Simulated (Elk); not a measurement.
**Dielectric function and optical constants of PbO (Litharge)**

Aim: the dielectric function of PbO (Litharge), and the optical constants that follow from it. The cell comes from an older database entry, whose edges can differ from later determinations, mostly by under a per cent.

Calculated with Elk 11.2.3 (patched build); DFT, PBE, all-electron APW+lo, Dirac cores, scalar-relativistic bands, independent-particle optical response without local fields.

The database entry behind the starting cell differs from other determinations of this structure, so it need not match the best structure at room temperature.

### Step 1. The structure

It takes space group P4/nmm (No. 129, tetragonal). The conventional cell has a = 3.990 Å, b = 3.990 Å, c = 5.010 Å, α = 90.00°, β = 90.00°, γ = 90.00°. Nearest to Pb lie 4 O at 2.33 Å. Nearest to O lie 4 Pb at 2.33 Å. Farther neighbours, and contacts between anions beyond the nearest, are not listed.

### Step 2. Ground state

First the ground state: is it a metal or has it a gap?

This step: DFT, PBE, all-electron APW+lo, Dirac cores, scalar-relativistic bands, ground state (Elk 11.2.3 (patched build)).

Contents of elk.in:

```
tasks
  0
  120

xctype
  20

nempty
  14

lorbcnd
  .true.

rgkmax
  7.0

swidth
  0.0018375

maxscl
  100

epsengy
  1e-05

sppath
  './'

avec
  7.540007237257 0.000000000000 0.000000000000
  0.000000000000 7.540007237257 0.000000000000
  0.000000000000 0.000000000000 9.467527884375

atoms
  2
  'Pb.in'
  2
  0.500000000000 0.000000000000 0.760000000000   0.000 0.000 0.000
  0.000000000000 0.500000000000 0.240000000000   0.000 0.000 0.000
  'O.in'
  2
  0.500000000000 0.500000000000 0.000000000000   0.000 0.000 0.000
  0.000000000000 0.000000000000 0.000000000000   0.000 0.000 0.000

ngridk
  8 8 6
```

Started as:

```bash
> OMP_NUM_THREADS=4 elk
```

The program printed:

```text
┌─────────────────────────┐
│ Elk code version 11.2.3 │
└─────────────────────────┘

All units are atomic (Hartree, Bohr, etc.)

┌─────────────────────────────────────────────────┐
│ Ground-state run starting from atomic densities │
└─────────────────────────────────────────────────┘

Lattice vectors :
   7.540007237       0.000000000       0.000000000
   0.000000000       7.540007237       0.000000000
   0.000000000       0.000000000       9.467527884

Reciprocal lattice vectors :
  0.8333129014       0.000000000       0.000000000
   0.000000000      0.8333129014       0.000000000
   0.000000000       0.000000000      0.6636563825

Unit cell volume      :    538.2451415
Brillouin zone volume :   0.4608498885

Muffin-tin inner radius fraction :   0.1000000000E-01

Nuclei treated as point charges

Species : 1 (Pb)
 parameters loaded from : Pb.in
 name : lead
 nuclear charge    :   -82.00000000
 electronic charge :    82.00000000
 atomic mass :    377702.4943
 muffin-tin radius :    2.648922244
 number of radial points in muffin-tin :   1393
 inner part over the whole radius :   0.9915913837E-02
 number on inner part of muffin-tin    :    999
 approximate nuclear radius :   0.1047603524E-03
 number of mesh points to nuclear radius :    527
 atomic positions (lattice), magnetic fields (Cartesian) :
  1 :   0.25000000  0.25000000  0.26000000    0.00000000  0.00000000  0.00000000
  2 :  -0.25000000 -0.25000000 -0.26000000    0.00000000  0.00000000  0.00000000

Species : 2 (O)
 parameters loaded from : O.in
 name : oxygen
 nuclear charge    :   -8.000000000
 electronic charge :    8.000000000
 atomic mass :    29165.12205
 muffin-tin radius :    1.702878585
 number of radial points in muffin-tin :    593
 inner part over the whole radius :   0.9884149549E-02
 number on inner part of muffin-tin    :    407
 approximate nuclear radius :   0.5115538663E-04
 number of mesh points to nuclear radius :    173
 atomic positions (lattice), magnetic fields (Cartesian) :
  1 :   0.25000000 -0.25000000  0.50000000    0.00000000  0.00000000  0.00000000
  2 :  -0.25000000  0.25000000  0.50000000    0.00000000  0.00000000  0.00000000

Total number of atoms per unit cell :    4
Total muffin-tin volume :    197.0819778
 ratio of muffin-tin to unit cell volume :   0.3661565383

Spin treatment :
 spin-unpolarised

Number of Bravais lattice symmetries :   16
Number of crystal symmetries         :   16
Crystal has inversion symmetry
Real symmetric eigensolver will be used

k-point grid :      8     8     6
k-point offset :    0.000000000       0.000000000       0.000000000
k-point set is reduced with full crystal symmetry group
Total number of k-points :       60

Muffin-tin radius times maximum |G+k| :    7.000000000
 using average radius
Maximum |G+k| for APW functions       :    3.217058995
Maximum (1/2)|G+k|²                   :    5.174734288
Maximum |G| for potential and density :    12.00000000
Constant for pseudocharge density :    8
 order of it for each species :   15  15
 order of it for pair densities of each species (exact exchange by exxq0 0: 15) :   14   4
Radial integration step length :    1

G-vector grid sizes :     30    30    40
Number of G-vectors :    15637

Maximum angular momentum used for
 APW functions            :    8
 outer part of muffin-tin :    6
 inner part of muffin-tin :    2

Total nuclear charge    :   -180.0000000
Total core charge       :    140.0000000
Total valence charge    :    40.00000000
Total excess charge     :    0.000000000
Total electronic charge :    180.0000000

Effective Wigner radius, rₛ :   0.8937299968

Number of empty states         :     56
Total number of valence states :     77
Total number of core states    :    140

Conduction state local-orbitals added automatically
Third-order local-orbitals added for an l without core states : F
Total number of local-orbitals :    236

Exchange-correlation functional :     20     0     0
 Perdew-Burke-Ernzerhof, Phys. Rev. Lett. 77, 3865 (1996)
 gradient requirement :    1
 generalised gradient approximation (GGA)

Smearing type :    3
 Fermi-Dirac
Smearing width :   0.1837500000E-02
Effective electronic temperature (K) :    580.2366081

Mixing type :    3
 Broyden mixing, J. Phys. A: Math. Gen. 17, L317 (1984)

Kohn-Sham potential initialised from atomic data

┌──────────────────────────────┐
│ Self-consistent loop started │
└──────────────────────────────┘

┌─────────────────┐
│ Loop number : 1 │
└─────────────────┘

Energies :
 Fermi                       :     0.252690E-01
 sum of occupied eigenvalues :     -25986.706441469
 electron kinetic            :      48893.354937491
 core electron kinetic       :      48599.485725262
 Coulomb                     :     -90103.351809701
 Coulomb potential           :     -73822.413842547
 nuclear-nuclear             :     -3125.6746980506
 electron-nuclear            :     -100182.22676747
 Hartree                     :      13204.549655822
 Madelung                    :     -53192.144888428
 xc potential                :     -1057.6475364137
 exchange                    :     -787.83985607346
 correlation                 :     -10.640156
 electron entropic           :    -0.397259E-11
 total energy                :     -42008.476883990

Density of states at Fermi energy :   0.5462963729E-07
 (states/Hartree/unit cell)

Estimated indirect band gap :   0.1055080918
 from k-point 1 to k-point 15
Estimated direct band gap   :   0.1357829897
 at k-point 15

Charges :
 core                        :    140.0000000
 valence                     :    40.00000000
 interstitial                :    4.544963308
 muffin-tins (core leakage)
  species : 1 (Pb)
   atom 1                    :    79.68842771     (  0.2529027407E-02)
   atom 2                    :    79.68842771     (  0.2529027407E-02)
  species : 2 (O)
   atom 1                    :    8.039090641     ( -0.2469052336E-06)
   atom 2                    :    8.039090641     ( -0.2469052336E-06)
 total in muffin-tins        :    175.4550367
 total calculated charge     :    179.9929670
 total charge                :    180.0000000
 error                       :   0.7033044902E-02

┌─────────────────┐
│ Loop number : 2 │
└─────────────────┘

Energies :
 Fermi                       :     0.279585E-01
 sum of occupied eigenvalues :     -25986.583497037
 electron kinetic            :      48893.157584420
 core electron kinetic       :      48599.319983205
 Coulomb                     :     -90103.330296448
 Coulomb potential           :     -73822.240994721
 nuclear-nuclear             :     -3125.6746980506
 electron-nuclear            :     -100182.34344379
 Hartree                     :      13204.687845394
 Madelung                    :     -53192.209799087
 xc potential                :     -1057.5000867368
 exchange                    :     -787.81862789615
 correlation                 :     -10.640358
 electron entropic           :    -0.396969E-11
 total energy                :     -42008.631697811

Density of states at Fermi energy :   0.5463084383E-07
 (states/Hartree/unit cell)

Estimated indirect band gap :   0.1037227276
 from k-point 1 to k-point 15
Estimated direct band gap   :   0.1349012710
 at k-point 15

Charges :
 core                        :    140.0000000
 valence                     :    40.00000000
 interstitial                :    4.567514952
 muffin-tins (core leakage)
  species : 1 (Pb)
   atom 1                    :    79.69552481     (  0.2526271466E-02)
   atom 2                    :    79.69552481     (  0.2526271466E-02)
  species : 2 (O)
   atom 1                    :    8.020717715     ( -0.2468409450E-06)
   atom 2                    :    8.020717715     ( -0.2468409450E-06)
 total in muffin-tins        :    175.4324850
 total calculated charge     :    179.9929756
 total charge                :    180.0000000
 error                       :   0.7024435760E-02

RMS change in Kohn-Sham potential (target) :    1.070973111     (  0.1000000000E-05)
Absolute change in total energy (target)   :   0.1548138210     (  0.1000000000E-04)

[... 16 loops left out ...]

┌──────────────────┐
│ Loop number : 19 │
└──────────────────┘

Energies :
 Fermi                       :     0.195266
 sum of occupied eigenvalues :     -25966.609095450
 electron kinetic            :      48890.702200891
 core electron kinetic       :      48597.298678829
 Coulomb                     :     -90100.739101286
 Coulomb potential           :     -73813.459052043
 nuclear-nuclear             :     -3125.6746980506
 electron-nuclear            :     -100185.21394179
 Hartree                     :      13210.149538550
 Madelung                    :     -53194.009575265
 xc potential                :     -1043.8522442981
 exchange                    :     -787.14599155480
 correlation                 :     -10.650545
 electron entropic           :    -0.797573E-08
 total energy                :     -42007.833436564

Density of states at Fermi energy :   0.1811294099E-03
 (states/Hartree/unit cell)

Estimated indirect band gap :   0.4310991360E-01
 from k-point 1 to k-point 15
Estimated direct band gap   :   0.7944186167E-01
 at k-point 15

Charges :
 core                        :    140.0000000
 valence                     :    40.00000000
 interstitial                :    5.238341895
 muffin-tins (core leakage)
  species : 1 (Pb)
   atom 1                    :    79.99861986     (  0.2419986249E-02)
   atom 2                    :    79.99861986     (  0.2419986249E-02)
  species : 2 (O)
   atom 1                    :    7.382209193     ( -0.2457065902E-06)
   atom 2                    :    7.382209193     ( -0.2457065902E-06)
 total in muffin-tins        :    174.7616581
 total calculated charge     :    179.9933272
 total charge                :    180.0000000
 error                       :   0.6672770220E-02

RMS change in Kohn-Sham potential (target) :   0.7010576503E-08 (  0.1000000000E-05)
Absolute change in total energy (target)   :   0.4641369742E-05 (  0.1000000000E-04)

Convergence targets achieved

┌──────────────────┐
│ Loop number : 20 │
└──────────────────┘

Energies :
 Fermi                       :     0.195266
 sum of occupied eigenvalues :     -25966.609095350
 electron kinetic            :      48890.702201151
 core electron kinetic       :      48597.298679067
 Coulomb                     :     -90100.739101367
 Coulomb potential           :     -73813.459052129
 nuclear-nuclear             :     -3125.6746980506
 electron-nuclear            :     -100185.21394185
 Hartree                     :      13210.149538531
 Madelung                    :     -53194.009575303
 xc potential                :     -1043.8522443719
 exchange                    :     -787.14599155749
 correlation                 :     -10.650545
 electron entropic           :    -0.797573E-08
 total energy                :     -42007.833436389

Density of states at Fermi energy :   0.1811294184E-03
 (states/Hartree/unit cell)

Estimated indirect band gap :   0.4310991350E-01
 from k-point 1 to k-point 15
Estimated direct band gap   :   0.7944186186E-01
 at k-point 15

Charges :
 core                        :    140.0000000
 valence                     :    40.00000000
 interstitial                :    5.238341891
 muffin-tins (core leakage)
  species : 1 (Pb)
   atom 1                    :    79.99861986     (  0.2419986250E-02)
   atom 2                    :    79.99861986     (  0.2419986250E-02)
  species : 2 (O)
   atom 1                    :    7.382209196     ( -0.2457064396E-06)
   atom 2                    :    7.382209196     ( -0.2457064396E-06)
 total in muffin-tins        :    174.7616581
 total calculated charge     :    179.9933272
 total charge                :    180.0000000
 error                       :   0.6672770231E-02

┌──────────────────────────────┐
│ Self-consistent loop stopped │
└──────────────────────────────┘

Warning : core states of species 1 leak from the muffin-tin :   0.2419986250E-02

Wrote STATE.OUT
```

Run time: 44 s. Hardware: 4 threads of Arm Neoverse V1, shared host; peak memory 0.23 GiB.

This step gave:

```
total energy           : -42008 Ha
Fermi energy           : 5.313 eV
DOS at the Fermi level : 6.66e-6 states/eV/cell
gap on the k-mesh      : 1.173 eV
direct gap on the mesh : 2.162 eV
```

There is a gap, 1.17 eV on this mesh (points off the mesh can give less), so no carriers' term is needed.

### Step 3. Independent particles

With the density converged, the vertical transitions are summed over the zone.

This step: DFT, PBE, all-electron APW+lo, Dirac cores, scalar-relativistic bands, independent-particle optical response without local fields (Elk 11.2.3 (patched build)).

Edit elk.in of step 2 so:

```diff
@@ -1,4 +1,7 @@
 tasks
-  0
-  120
+  121
+
+optcomp
+  1 1
+  3 3
 
@@ -17,9 +20,7 @@
 swidth
-  0.0018375
+  0.0036749
 
-maxscl
-  100
-
-epsengy
-  1e-05
+wplot
+  400 100 0
+  0.0 0.80849
```

Started as:

```bash
> OMP_NUM_THREADS=4 elk
```

The program printed:

```text
┌─────────────────────────────────┐
│ Elk code version 11.2.3 started │
└─────────────────────────────────┘

Info(readinput): the functional depends on the density's gradient
 muffin-tin radial points multiplied by    2.00000
 (not where nrmtscf is given)

┌────────────────────┐
│ Current task : 121 │
└────────────────────┘
Info(checkmt): changed muffin-tin radius of species 1 (Pb) from   2.8000 to   2.6489
Info(checkmt): changed muffin-tin radius of species 2 (O) from   1.8000 to   1.7029

Info(findsymcrys): atomic basis shift (lattice) :
  0.7500000000      0.2500000000      0.5000000000
See GEOMETRY.OUT for new atomic positions

Info(dielectric):
 dielectric tensor written to EPSILON_ij.OUT
 optical conductivity written to SIGMA_ij.OUT
 for components
  i = 1, j = 1
  i = 3, j = 3

┌──────────────────┐
│ Elk code stopped │
└──────────────────┘
```

It took 4.3 s on 4 threads; peak memory 0.04 GiB.

Read-outs:

* electronic dielectric constant ε∞, mean of the axes: 6.969
* main peak of Im epsilon, first axis: 4.058 eV

The Im ε has structure finer than the step of the table below, so its rows give means over 0.5 eV. Peaks (eV: height): E ∥ x 4.07: 13.3, 4.57: 12.6, 6.71: 6.71; E ∥ z 4.57: 12.7, 5.56: 6.82, 7.04: 6.14.

Values under the direct gap are tails of Lorentzian lines. Table of Im ε by photon energy; means over each step:

| photon energy (eV) | E ∥ x | E ∥ z |
| --- | --- | --- |
| 0.5 | 0.0309 | 0.0259 |
| 1.0 | 0.0696 | 0.0581 |
| 1.5 | 0.135 | 0.109 |
| 2.0 | 0.431 | 0.244 |
| 2.5 | 1.05 | 1.02 |
| 3.0 | 3.46 | 3.41 |
| 3.5 | 9.28 | 5.70 |
| 4.0 | 12.4 | 8.98 |
| 4.5 | 10.9 | 11.6 |
| 5.0 | 6.69 | 7.69 |
| 5.5 | 5.95 | 5.71 |
| 6.0 | 5.55 | 5.02 |
| 6.5 | 6.19 | 4.66 |
| 7.0 | 4.68 | 5.50 |
| 7.5 | 3.18 | 4.45 |
| 8.0 | 2.57 | 2.50 |
| 8.5 | 2.70 | 1.82 |
| 9.0 | 2.54 | 1.67 |
| 9.5 | 2.37 | 1.78 |
| 10.0 | 2.82 | 1.87 |
| 10.5 | 2.31 | 2.59 |
| 11.0 | 1.72 | 2.31 |
| 11.5 | 1.16 | 1.78 |
| 12.0 | 0.916 | 1.12 |
| 12.5 | 0.926 | 1.07 |
| 13.0 | 0.845 | 0.995 |
| 13.5 | 0.922 | 0.694 |
| 14.0 | 1.06 | 0.626 |
| 14.5 | 1.30 | 0.932 |
| 15.0 | 1.39 | 1.18 |
| 15.5 | 1.27 | 1.20 |
| 16.0 | 1.07 | 0.727 |
| 16.5 | 0.866 | 0.692 |
| 17.0 | 0.788 | 0.558 |
| 17.5 | 0.718 | 0.617 |
| 18.0 | 0.843 | 0.644 |
| 18.5 | 0.964 | 1.01 |
| 19.0 | 0.917 | 1.04 |
| 19.5 | 0.770 | 0.904 |
| 20.0 | 0.650 | 0.826 |
| 20.5 | 0.574 | 0.687 |
| 21.0 | 0.559 | 0.783 |
| 21.5 | 0.544 | 0.932 |

[end of part 1 of 2]

[Long decimals in the printed logs are rounded to 6 places.]

[Machine, clock and banner lines and Python warnings are left out of the logs.]

[Logs are printed without paths, hosts, clocks, repeated set-up lines and the standing remarks that a program may print on its own settings, such as how far it seeks lower states.]

[Hosts, paths, dates, database ids (printed as entryN), source tags and the programs' standing remarks are cut or masked in the printed files.]

[Where Elk ran, warnings of its patched build on accuracy (core leakage, angular cutoffs, spin-orbit splittings, empty states, lower magnetic states) are left out.]

[Where the starting crystal was built by hand or by swapping elements, it need not be the compound's stable phase.]

[The count of steps not shown may lack steps that the program refused or didn't finish.]
